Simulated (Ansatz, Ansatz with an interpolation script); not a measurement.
# Settings in Wannier-interpolated G0W0: Cs3GaF6 (Fm-3m)

Wanted: errors and cost of interpolated bands of Cs3GaF6 (Fm-3m) under coarser or faulty settings.

Method: maximally localised Wannier functions, LDA, plane waves, PAW; PAW set soft_1, in Ansatz 0.2.0.

**1. The structure**

Symmetry: Fm-3m, No. 225, cubic system. Conventional cell: a = 9.448 Å, b = 9.448 Å, c = 9.448 Å, α = 90.00°, β = 90.00°, γ = 90.00°. Cs has 12 F at 3.37 Å nearest. Nearest to Cs lie 6 F at 2.80 Å. Nearest to Ga lie 6 F at 1.92 Å. F has 1 Ga at 1.92 Å and 5 Cs at 2.80 to 3.37 Å nearest. Farther neighbours and most contacts between anions are not listed.

Coordinates:

```cif
data_structure
_symmetry_space_group_name_H-M 'Fm-3m'
_symmetry_Int_Tables_number 225
_cell_length_a 9.4478
_cell_length_b 9.4478
_cell_length_c 9.4478
_cell_angle_alpha 90.000
_cell_angle_beta 90.000
_cell_angle_gamma 90.000
_cell_volume 843.32
loop_
_atom_site_label
_atom_site_type_symbol
_atom_site_symmetry_multiplicity
_atom_site_Wyckoff_symbol
_atom_site_fract_x
_atom_site_fract_y
_atom_site_fract_z
_atom_site_occupancy
Cs1 Cs 8 c 0.25000 0.25000 0.75000 1
Cs2 Cs 4 a 0.00000 0.00000 0.00000 1
Ga1 Ga 4 b 0.50000 0.00000 0.00000 1
F1 F 24 e 0.70350 0.00000 0.00000 1
```

The cell and positions come from the Crystallography Open Database and are kept as given unless a step says otherwise. Spin-orbit coupling is left out unless a step names it.

**2. Wannier model on 8×8×8**

input.yaml reads:

```yaml
crystal:
  lattice:
    - [0.0, 4.7239, 4.7239]
    - [4.7239, 0.0, 4.7239]
    - [4.7239, 4.7239, 0.0]
  atoms:
    - { symbol: Cs, position: [0.75, 0.75, 0.75] }
    - { symbol: Cs, position: [0.25, 0.25, 0.25] }
    - { symbol: Cs, position: [0.0, 0.0, 0.0] }
    - { symbol: Ga, position: [0.5, 0.5, 0.5] }
    - { symbol: F, position: [0.2965, 0.7035, 0.7035] }
    - { symbol: F, position: [0.7035, 0.2965, 0.7035] }
    - { symbol: F, position: [0.7035, 0.2965, 0.2965] }
    - { symbol: F, position: [0.2965, 0.7035, 0.2965] }
    - { symbol: F, position: [0.7035, 0.7035, 0.2965] }
    - { symbol: F, position: [0.2965, 0.2965, 0.7035] }
kpoints:
  mp_grid: { grid: [4, 4, 4] }
hamiltonian:
  xc: lda
  pseudopotentials: { kind: paw, azcp: { folder: soft_1 }, xc_functional: pbe }
scf:
  occupations: { method: fixed }
  n_extra_bands: 112
output:
  wannier:
    kmesh: [8, 8, 8]
    projections:
      - { species: Cs, l: s, shell: 6 }
      - { species: F, l: p, shell: 2 }
      - { species: Ga, l: s, shell: 4 }
      - { species: Ga, l: p, shell: 4 }
    minimise: true
    write_hr: true
    seedname: w
    conv_tol: 1.0e-06
    max_iter: 20000
    stability_check: false
    disentanglement:
      window: [-0.73, 17.65]
      frozen_window: [-0.73, 9.28]
      conv_tol: 1.0e-08
```

On the command line:

```bash
$ ansatz run input.yaml --threads 2 --pin off --max-ram 92160MiB --backend cuda --events-out ev --progress --plain --runs-dir out --devices 1 --max-vram 13GiB
```

Numbers of over 12 decimals in the logs are rounded to 6 here.

Log:

```text
scf.n_extra_bands = 112 over 41 filled bands (N_el = 82.0): the run solves 153 bands
GPUs: using 1 of 1 available (devices: 1).
Engine: ansatz 0.2.0, x86_64-unknown-linux-gnu
Pseudopotentials: kind: paw
Pseudopotential: Cs, paw, valence charge 9, recommended cutoff 420 eV (normal), soft_1/Cs.paw.azcp
Pseudopotential: Ga, paw, valence charge 13, recommended cutoff 420 eV (normal), soft_1/Ga.paw.azcp
Pseudopotential: F, paw, valence charge 7, recommended cutoff 420 eV (normal), soft_1/F.paw.azcp
Functional definition: SPW92
  exchange = slater_x
  correlation = pw_c
device memory: the entry about to start is reckoned to put 3.6 GiB on a device that reports 39.6 GiB free (of which the cap on the GPU budget leaves the run 13.0 GiB)
GPU FFT provider: cuFFT
GPU libraries: cuBLAS 13.8.2, cuFFT 12.4.0, cuSOLVER 12.3.4
Crystal: 10 atoms, lattice volume = 210.830 Å³
Basis set: ecut = 420 eV, 4111 PW (Γ)
Bands: 153, of which v1, the nominal top of the filled ones, is band 41 counted from 1 (40 counted from 0)
Symmetry: 48 space group operations
Space group: Fm-3m (ITA 225), of the structure as read, at distance tolerance 6.0e-5 Å
k-points: 8 of 64
Non-local potential: Cs, projectors of the file, l = 0: 3, l = 1: 2, l = 2: 2, l = 3: 2
Non-local potential: Ga, projectors of the file, l = 0: 2, l = 1: 2, l = 2: 3, l = 3: 1
Non-local potential: F, projectors of the file, l = 0: 2, l = 1: 2, l = 2: 1
PAW form: soft (Blöchl's): semilocal exchange-correlation on the pseudo side does not see the compensation charge
PAW frozen core: Cs, regenerated for the run's functional, and the local potential with it (the file was generated under x = pbe(κ = 0.804, μ = 0.219515), c = pbe(β = 0.066725))
PAW frozen core: Ga, regenerated for the run's functional, and the local potential with it (the file was generated under x = pbe(κ = 0.804, μ = 0.219515), c = pbe(β = 0.066725))
PAW frozen core: F, regenerated for the run's functional, and the local potential with it (the file was generated under x = pbe(κ = 0.804, μ = 0.219515), c = pbe(β = 0.066725))
PAW one-centre angular grid: Cs, 194 points (default); XC on 64 Gauss nodes
PAW one-centre angular grid: Ga, 590 points (default); XC on 64 Gauss nodes
PAW one-centre angular grid: F, 110 points (default); XC on 64 Gauss nodes
Initial density: superposition of atomic densities (chi_scale 0.1, normalization cell, long waves kept (reshape's long-wave potential 0.03 eV rms))
Initial wavefunctions: pseudopotential atomic-orbital guess
GPU buffer pool allocated for 91125 grid points (all kernels)
GPU transforms: local potential and band sums: pruned to the plane-wave sphere, on 45×45×45
Functional: x = slater, c = lda
[...]
SCF iter   3: F=—  HF=-24996.077557 eV  |F-HF|=—  |Δ(HF+E_count)|=    3.04e0  Δρ=2.20e-2  dr2=5.99e-1  ethr=3.10e-3  ⟨swp⟩=2.0  Hψ=1788  notcnv=0  defer=844
SCF iter   4: F=—  HF=-24995.908886 eV  |F-HF|=—  |Δ(HF+E_count)|=   1.69e-1  Δρ=4.72e-3  dr2=5.22e-2  ethr=7.30e-4  ⟨swp⟩=2.8  Hψ=1723  notcnv=0  defer=875
SCF iter   5: F=—  HF=-24995.894412 eV  |F-HF|=—  |Δ(HF+E_count)|=   1.45e-2  Δρ=1.17e-3  dr2=3.51e-3  ethr=6.37e-5  ⟨swp⟩=3.0  Hψ=675  notcnv=0  defer=877
SCF iter   6: F=—  HF=-24995.893555 eV  |F-HF|=—  |Δ(HF+E_count)|=   8.57e-4  Δρ=7.14e-4  dr2=7.32e-4  ethr=4.28e-6  ⟨swp⟩=2.0  Hψ=1561  notcnv=0  defer=873
SCF iter   7: F=—  HF=-24995.893909 eV  |F-HF|=—  |Δ(HF+E_count)|=   3.54e-4  Δρ=1.22e-4  dr2=2.96e-5  ethr=8.92e-7  ⟨swp⟩=2.1  Hψ=666  notcnv=0  defer=859
SCF iter   8: F=—  HF=-24995.894184 eV  |F-HF|=—  |Δ(HF+E_count)|=   2.75e-4  Δρ=4.15e-5  dr2=4.64e-6  ethr=3.61e-8  ⟨swp⟩=2.5  Hψ=807  notcnv=0  defer=836
SCF iter   9: F=-24995.894183 eV  HF=-24995.894183 eV  |F-HF|=6.63e-8  |Δ(HF+E_count)|=   1.03e-6  Δρ=4.77e-6  dr2=9.70e-8  ethr=1.22e-10  ⟨swp⟩=15.5  Hψ=11959  notcnv=0
SCF 1 converged in 9 iterations: F = -24995.894183 eV  dr2 = 9.70e-8
[...]
device memory: the entry about to start is reckoned to put 4.3 GiB (of the 4.3 GiB reckoned in all, the device holds 0.1 GiB already) on a device that reports 38.2 GiB free (of which the cap on the GPU budget leaves the run 12.9 GiB)
NSCF: frozen V_eff on 8 k-points
[...]
device memory: the entry about to start is reckoned to put 3.1 GiB on a device that reports 42.9 GiB free (of which the cap on the GPU budget leaves the run 13.0 GiB)
NSCF: frozen V_eff on 32 k-points
the Wannier pass solved 32 of the 512 points of its mesh, and has the states at the others by symmetry: states obtained by the crystal's operations at points that were solved too leave a residual of 3.97e-13 eV (read by the count's bands and the next), within 5.56e-6 eV
SCF converged after 9 iterations
Free energy (F): -24995.894183 eV
Harris-Foulkes:  -24995.894183 eV  (|F-HF|=6.63e-8)
Internal energy: -24995.894183 eV  (E = F + TS)
E sigma→0 (E₀):  -24995.894183 eV
Fermi energy:    1.850369 eV
--- Per-component energies (eV) ---
  E_band       = -413.573513
  E_kinetic    = 1722.040154
  E_local      = -7556.749742  (includes V_loc(G=0)·N_el)
  E_nonlocal   = 527.145400
  E_hartree    = 3425.580197
  E_xc         = -1048.668129
  E_vxc        = -1055.038868  (∫ρ·V_xc dr)
  E_paw        = -17767.789482  (= ΣΔE_a)
  E_vpaw       = -902.107656  (= ΣTr[D̂ρ^β])
  E_aug_tail   = 0.004128  (compensation charges beyond the density's cutoff)
  E_ewald      = -4300.676379
  E_core_change = 3.219671  (= ΣΔE_core)
  E_smearing   = -0.000000  (= −TS)
  E_closure    = -0.000000  (closes the sum)
  Σ components = -24995.894183   (vs F -24995.894183, Δ=0.00e0)
--- Band table (eV; the first three rows and the last of 8) ---
  k-point 0: bands = [... 37 lower, 1.4485, 1.8112, 1.8112, 1.8112, 7.5751, 9.3462, 9.3462, 10.5097, ... 108 higher]
  k-point 1: bands = [... 37 lower, 1.5419, 1.7861, 1.8087, 1.8087, 8.2205, 9.7142, 9.7142, 10.0894, ... 108 higher]
  k-point 2: bands = [... 37 lower, 1.6693, 1.7583, 1.8504, 1.8504, 9.3413, 9.6240, 10.2120, 10.2695, ... 108 higher]
  k-point 7: bands = [... 37 lower, 1.5778, 1.6725, 1.7859, 1.7859, 9.2349, 9.5939, 9.5939, 10.3609, ... 108 higher]
```

It took 30 s on 1 × NVIDIA H100 80GB HBM3 (shared by 6 runs) with 2 threads of AMD EPYC 7R13 (Zen 3), shared host; peak memory 2.6 GiB.

In the SCF lines HF is the Harris–Foulkes energy and dr2 the Hartree energy of the density residual, in eV; the loop may stop once dr2 is under the threshold and the program's other checks hold. Hψ counts applications of the Hamiltonian.

The run ended with an error after its SCF cycle had converged; no result of it is taken.

**3. Wannier model on 8×8×8**

Edit input.yaml of step 2 so:

```diff
@@ -39,3 +39,3 @@
     disentanglement:
-      window: [-0.73, 17.65]
+      window: [-0.73, 29.81]
       frozen_window: [-0.73, 9.28]
```

Log:

```text
scf.n_extra_bands = 112 over 41 filled bands (N_el = 82.0): the run solves 153 bands
GPUs: using 1 of 1 available (devices: 1).
Engine: ansatz 0.2.0, x86_64-unknown-linux-gnu
Pseudopotentials: kind: paw
Pseudopotential: Cs, paw, valence charge 9, recommended cutoff 420 eV (normal), soft_1/Cs.paw.azcp
Pseudopotential: Ga, paw, valence charge 13, recommended cutoff 420 eV (normal), soft_1/Ga.paw.azcp
Pseudopotential: F, paw, valence charge 7, recommended cutoff 420 eV (normal), soft_1/F.paw.azcp
Functional definition: SPW92
  exchange = slater_x
  correlation = pw_c
device memory: the entry about to start is reckoned to put 3.6 GiB on a device that reports 45.8 GiB free (of which the cap on the GPU budget leaves the run 13.0 GiB)
GPU FFT provider: cuFFT
GPU libraries: cuBLAS 13.8.2, cuFFT 12.4.0, cuSOLVER 12.3.4
Crystal: 10 atoms, lattice volume = 210.830 Å³
Basis set: ecut = 420 eV, 4111 PW (Γ)
Bands: 153, of which v1, the nominal top of the filled ones, is band 41 counted from 1 (40 counted from 0)
Symmetry: 48 space group operations
Space group: Fm-3m (ITA 225), of the structure as read, at distance tolerance 6.0e-5 Å
k-points: 8 of 64
Non-local potential: Cs, projectors of the file, l = 0: 3, l = 1: 2, l = 2: 2, l = 3: 2
Non-local potential: Ga, projectors of the file, l = 0: 2, l = 1: 2, l = 2: 3, l = 3: 1
Non-local potential: F, projectors of the file, l = 0: 2, l = 1: 2, l = 2: 1
PAW form: soft (Blöchl's): semilocal exchange-correlation on the pseudo side does not see the compensation charge
[...]
Wannier search: line search 200 of at most 20000: gauge-dependent spread (as the search counts it) 4.1659680 Å², largest recent change 2.5e-5 Å² against conv_tol 1.0e-6 Å², 0 stops escaped
Wannier search: line search 300 of at most 20000: gauge-dependent spread (as the search counts it) 4.1631652 Å², largest recent change 3.4e-5 Å² against conv_tol 1.0e-6 Å², 0 stops escaped
Wannier search: line search 400 of at most 20000: gauge-dependent spread (as the search counts it) 4.1595274 Å², largest recent change 4.6e-5 Å² against conv_tol 1.0e-6 Å², 0 stops escaped
Wannier search: line search 500 of at most 20000: gauge-dependent spread (as the search counts it) 4.1550265 Å², largest recent change 5.0e-5 Å² against conv_tol 1.0e-6 Å², 0 stops escaped
Wannier search: line search 600 of at most 20000: gauge-dependent spread (as the search counts it) 4.1496998 Å², largest recent change 6.0e-5 Å² against conv_tol 1.0e-6 Å², 0 stops escaped
Wannier search: line search 700 of at most 20000: gauge-dependent spread (as the search counts it) 4.1436844 Å², largest recent change 7.0e-5 Å² against conv_tol 1.0e-6 Å², 0 stops escaped
[...]
Wannier search: line search 16700 of at most 20000: gauge-dependent spread (as the search counts it) 4.0134541 Å², largest recent change 1.2e-6 Å² against conv_tol 1.0e-6 Å², 0 stops escaped
Wannier search: line search 16800 of at most 20000: gauge-dependent spread (as the search counts it) 4.0133544 Å², largest recent change 1.2e-6 Å² against conv_tol 1.0e-6 Å², 0 stops escaped
Wannier search: line search 16900 of at most 20000: gauge-dependent spread (as the search counts it) 4.0132575 Å², largest recent change 1.1e-6 Å² against conv_tol 1.0e-6 Å², 0 stops escaped
Wannier search: line search 17000 of at most 20000: gauge-dependent spread (as the search counts it) 4.0131627 Å², largest recent change 1.1e-6 Å² against conv_tol 1.0e-6 Å², 0 stops escaped
[key lines of the parts left out:]
SCF converged after 9 iterations
Free energy (F): -24995.894183 eV
Fermi energy:    1.850369 eV
```

Run time: 10 min. Hardware: 1 × NVIDIA H100 80GB HBM3 (shared by 6 runs) with 2 threads; peak memory 3.3 GiB.

The run stopped after its SCF cycle had converged; no result of it is taken.

**4. Wannier model on 8×8×8**

Localised functions give a small Hamiltonian that interpolates between mesh points at no cost.

Edit input.yaml of step 3 so:

```diff
@@ -29,2 +29,3 @@
       - { species: Cs, l: s, shell: 6 }
+      - { species: Cs, l: p, shell: 5 }
       - { species: F, l: p, shell: 2 }
@@ -39,4 +40,4 @@
     disentanglement:
-      window: [-0.73, 29.81]
-      frozen_window: [-0.73, 9.28]
+      window: [-3.61, 17.65]
+      frozen_window: [-3.61, 9.28]
       conv_tol: 1.0e-08
```

Log:

```text
[...]
GPUs: using 1 of 1 available (devices: 1).
[...]
GPU FFT provider: cuFFT
GPU libraries: cuBLAS 13.8.2, cuFFT 12.4.0, cuSOLVER 12.3.4
Crystal: 10 atoms, lattice volume = 210.830 Å³
Basis set: ecut = 420 eV, 4111 PW (Γ)
Bands: 153, of which v1, the nominal top of the filled ones, is band 41 counted from 1 (40 counted from 0)
Symmetry: 48 space group operations
[...]
k-points: 8 of 64
[...]
GPU buffer pool allocated for 91125 grid points (all kernels)
[...]
SCF iter   1: F=—  HF=-25009.152803 eV  |F-HF|=—  |Δ(HF+E_count)|=         —  Δρ=1.65e-1  dr2=5.11e1  ethr=3.10e-3  ⟨swp⟩=4.0  Hψ=4459  notcnv=0  defer=848
[...]
SCF iter   9: F=-24995.894183 eV  HF=-24995.894183 eV  |F-HF|=6.63e-8  |Δ(HF+E_count)|=   1.03e-6  Δρ=4.77e-6  dr2=9.70e-8  ethr=1.22e-10  ⟨swp⟩=15.5  Hψ=11959  notcnv=0
SCF 1 converged in 9 iterations: F = -24995.894183 eV  dr2 = 9.70e-8
[...]
NSCF: frozen V_eff on 8 k-points
[...]
SCF converged after 9 iterations
Free energy (F): -24995.894183 eV
[...]
Internal energy: -24995.894183 eV  (E = F + TS)
E sigma→0 (E₀):  -24995.894183 eV
Fermi energy:    1.850369 eV
[...]
--- Band table (eV; the first three rows and the last of 8) ---
  k-point 0: bands = [... 37 lower, 1.4485, 1.8112, 1.8112, 1.8112, 7.5751, 9.3462, 9.3462, 10.5097, ... 108 higher]
  k-point 1: bands = [... 37 lower, 1.5419, 1.7861, 1.8087, 1.8087, 8.2205, 9.7142, 9.7142, 10.0894, ... 108 higher]
  k-point 2: bands = [... 37 lower, 1.6693, 1.7583, 1.8504, 1.8504, 9.3413, 9.6240, 10.2120, 10.2695, ... 108 higher]
  k-point 7: bands = [... 37 lower, 1.5778, 1.6725, 1.7859, 1.7859, 9.2349, 9.5939, 9.5939, 10.3609, ... 108 higher]
[...]
```

It took 43 s on 1 × NVIDIA H100 80GB HBM3 (shared by 6 runs) with 2 threads; peak memory 2.7 GiB.

Numbers from this step:

```
gauge-invariant spread     : 55.37 Å²
diagonal spread            : 0.01243 Å²
off-diagonal spread        : 7.403 Å²
total spread               : 62.78 Å²
least projectability       : 0.1438
localisation steps         : 112
disentanglement steps      : 251
r.m.s. interpolation error : 2.60e-4 eV
r.m.s. error near the gap  : 3.18e-4 eV
```

Near the gap the model misses directly solved bands by 0.3 meV r.m.s. and by 3 meV at most in the window tested. This tests the starting bands, not the corrections carried with them.

Frozen up to 7.42 eV; above it the model need not follow the bands. The electronic bands at the labelled points (eV, zero at the valence-band top):

| point | band 38 | band 39 | band 40 | band 41 | band 42 | band 43 | band 44 | band 45 |
| --- | --- | --- | --- | --- | --- | --- | --- | --- |
| Γ | -0.40 | -0.04 | -0.04 | -0.04 | 5.72 | 9.27 | 11.29 | 11.29 |
| halfway | -0.26 | -0.08 | -0.08 | -0.04 | 6.54 | 8.62 | 10.12 | 10.25 |
| X | -0.31 | -0.17 | -0.17 | -0.05 | 7.26 | 8.41 | 8.78 | 9.05 |
| halfway | -0.29 | -0.17 | -0.15 | -0.04 | 7.29 | 8.44 | 8.72 | 9.07 |
| U | -0.24 | -0.15 | -0.11 | -0.04 | 7.34 | 8.52 | 8.55 | 9.26 |
| jump to K | -0.24 | -0.15 | -0.11 | -0.04 | 7.34 | 8.52 | 8.55 | 9.26 |
| halfway | -0.20 | -0.07 | -0.05 | -0.04 | 6.62 | 8.77 | 9.99 | 10.35 |
| Γ | -0.40 | -0.04 | -0.04 | -0.04 | 5.72 | 9.27 | 11.29 | 11.29 |
| halfway | -0.31 | -0.06 | -0.04 | -0.04 | 6.37 | 9.01 | 10.39 | 10.62 |
| L | -0.18 | -0.09 | 0.00 | 0.00 | 7.50 | 7.78 | 9.78 | 10.02 |
| halfway | -0.21 | -0.12 | -0.05 | -0.03 | 7.38 | 8.02 | 9.14 | 9.76 |
| W | -0.27 | -0.18 | -0.06 | -0.06 | 7.38 | 8.54 | 8.54 | 8.98 |
| halfway | -0.30 | -0.17 | -0.12 | -0.05 | 7.32 | 8.45 | 8.69 | 9.02 |
| X | -0.31 | -0.17 | -0.17 | -0.05 | 7.26 | 8.41 | 8.78 | 9.05 |

The same for Kohn-Sham, solved directly:

| point | band 38 | band 39 | band 40 | band 41 | band 42 | band 43 | band 44 | band 45 |
| --- | --- | --- | --- | --- | --- | --- | --- | --- |
| Γ | -0.40 | -0.04 | -0.04 | -0.04 | 5.72 | 7.50 | 7.50 | 8.66 |
| X | -0.31 | -0.17 | -0.17 | -0.05 | 7.26 | 7.66 | 7.87 | 8.15 |
| U | -0.24 | -0.15 | -0.11 | -0.04 | 7.34 | 7.73 | 7.97 | 8.22 |
| K | -0.24 | -0.15 | -0.11 | -0.04 | 7.34 | 7.73 | 7.97 | 8.22 |
| Γ | -0.40 | -0.04 | -0.04 | -0.04 | 5.72 | 7.50 | 7.50 | 8.66 |
| L | -0.18 | -0.09 | 0.00 | 0.00 | 7.49 | 7.77 | 8.36 | 8.42 |
| W | -0.27 | -0.18 | -0.06 | -0.06 | 7.38 | 7.74 | 7.74 | 8.51 |
| X | -0.31 | -0.17 | -0.17 | -0.05 | 7.26 | 7.66 | 7.87 | 8.15 |

[end of part 1 of 2]

[Paths, hosts, dates, memory and timing lines, banners, echoed tables and standing remarks are left out of the program output.]

[Logs are printed without paths, hosts, clocks, repeated set-up lines and the standing remarks that a program may print on its own settings, such as how far it seeks lower states.]

[Runs of the session that timed out or met a known fault of the program may be left out.]

[Hosts, paths, dates, database ids (printed as entryN), source tags and the programs' standing remarks are cut or masked in the printed files.]
